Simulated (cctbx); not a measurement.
# Finding the light atoms

Cell a = 9.6590 Å, b = 9.6590 Å, c = 9.6590 Å, α = 90.00°, β = 90.00°, γ = 90.00°; space group Fm-3m (no. 225); content Tl4 Cu4 Cl24 Li8. The heavier atoms are placed; Li is still missing.

Simulated single-crystal data (cctbx): Ag Kα, λ = 0.56087 Å, to d = 0.65 Å, 80 % of the full sphere, strongest reflection 20000 counts, noise from counting, a 1.5 % proportional error and a noise floor of 4 counts (s.d.); no absorption.

Refinement without Li (map in e/Å³):

```text
Rint 0.022, 121 unique reflections to 0.65 A
cycle     R1     wR2    GooF  max shift (A)
   1  0.1938  0.4001  57.996   0.00605
   2  0.0211  0.0513   7.430   0.00000
final R1 0.0211 wR2 0.0513 GooF 7.430  parameters 4  data/parameter 30.2
atom        x        y        z      Ueq    occ   su(xyz)  su(Uiso or U11)
Tl1    0.00000  0.00000  0.00000   0.0030  1.000  0.00000  0.0002
Cu1    0.50000  0.00000  0.00000   0.0045  1.000  0.00000  0.0004
Cl1    0.00000  0.00000  0.73853   0.0055  1.000  0.00017  0.0003
difference map: max 11.49 min -0.37 rms 0.31
Q1    0.2500  0.2500  0.2500    8   11.49  3.42 A from Cl1
Q2    0.0000  0.0000  0.0000    4    0.94  0.00 A from Tl1
Q3    0.0000  0.0000  0.5000    4    0.89  0.00 A from Cu1
Q4    0.1833  0.1833  0.2333   96    0.25  2.52 A from Cl1
Q5    0.1478  0.2500  0.2500   48    0.25  2.81 A from Cl1
Q6    0.1924  0.1924  0.3076   32    0.20  2.67 A from Cl1
Q7    0.1508  0.1508  0.3492   32    0.16  2.23 A from Cl1
Q8    0.0000  0.0000  0.3822   24    0.16  1.14 A from Cu1
```

The data are simulated with cctbx, not measured: neutrons of λ = 0.95 Å, to d = 0.8 Å, 80 % of the full sphere, strongest reflection 5000 counts, noise from counting, a 1.5 % proportional error and a noise floor of 4 counts (s.d.); no absorption.

Refinement without Li (map in fm/Å³; only maxima are listed):

```text
Rint 0.027, 71 unique reflections to 0.80 A
cycle     R1     wR2    GooF  max shift (A)
   1  0.1410  0.2901  26.929   0.00988
   2  0.0736  0.1556  14.446   0.00002
final R1 0.0736 wR2 0.1556 GooF 14.446  parameters 4  data/parameter 17.8
atom        x        y        z      Ueq    occ   su(xyz)  su(Uiso or U11)
Tl1    0.00000  0.00000  0.00000   0.0011  1.000  0.00000  0.0017
Cu1    0.50000  0.00000  0.00000   0.0021  1.000  0.00000  0.0019
Cl1    0.00000  0.00000  0.73843   0.0074  1.000  0.00031  0.0012
difference map: max 1.23 min -8.46 rms 0.42
Q1    0.0812  0.2500  0.2500   48    1.32  2.54 A from Cl1
Q2    0.1904  0.1904  0.2498   96    1.06  2.60 A from Cl1
Q3    0.0000  0.0000  0.1628   24    0.84  0.95 A from Cl1
Q4    0.0000  0.0000  0.3373   24    0.70  0.73 A from Cl1
Q5    0.0000  0.0687  0.0687   48    0.60  0.94 A from Tl1
Q6    0.0000  0.0656  0.4344   48    0.60  0.90 A from Cu1
Q7    0.0956  0.1884  0.3116   96    0.47  2.10 A from Cl1
Q8    0.0821  0.0821  0.3021   96    0.44  1.19 A from Cl1
```

**Question.** Where is Li, and which data fix it better?

Li sits at (1/4, 3/4, 3/4). Adding it takes R1 from 0.021 to 0.003 with X-rays and from 0.074 to 0.005 with neutrons. Symmetry fixes its coordinates; the s.u. of its U is 0.0005 Å² with X-rays and 0.0004 Å² with neutrons. In the X-ray map Q1 marks it. No listed neutron peak is on it. Natural Li has a negative scattering length, so it shows as a hole in the neutron map (minimum -8.5), not among the maxima.

Final neutron refinement:

```text
Rint 0.027, 71 unique reflections to 0.80 A
cycle     R1     wR2    GooF  max shift (A)
   1  0.1207  0.2570  24.039   0.01155
   2  0.0048  0.0105   0.981   0.00000
final R1 0.0048 wR2 0.0105 GooF 0.981  parameters 5  data/parameter 14.2
atom        x        y        z      Ueq    occ   su(xyz)  su(Uiso or U11)
Tl1    0.00000  0.00000  0.00000   0.0030  1.000  0.00000  0.0001
Cu1    0.50000  0.00000  0.00000   0.0044  1.000  0.00000  0.0001
Cl1    0.00000  0.00000  0.73860   0.0054  1.000  0.00002  0.0001
Li1    0.25000  0.75000  0.75000   0.0067  1.000  0.00000  0.0004
difference map: max 0.13 min -0.11 rms 0.03
Q1    0.0676  0.0676  0.0676   32    0.14  1.13 A from Tl1
Q2    0.1733  0.1733  0.1733   32    0.13  1.28 A from Li1
Q3    0.1654  0.1654  0.3346   32    0.11  1.42 A from Li1
Q4    0.0955  0.0955  0.2533   96    0.10  1.31 A from Cl1
Q5    0.0000  0.1447  0.2405   96    0.10  1.41 A from Cl1
Q6    0.0000  0.1761  0.3239   48    0.09  1.81 A from Cl1
```

The model is made up (kin elements in a known structure type, no relaxation), so it says nothing on whether the phase exists.

[Middle refinement cycles are left out of these outputs.]

[Logs are printed without paths, hosts, clocks, repeated set-up lines and the standing remarks that a program may print on its own settings, such as how far it seeks lower states.]
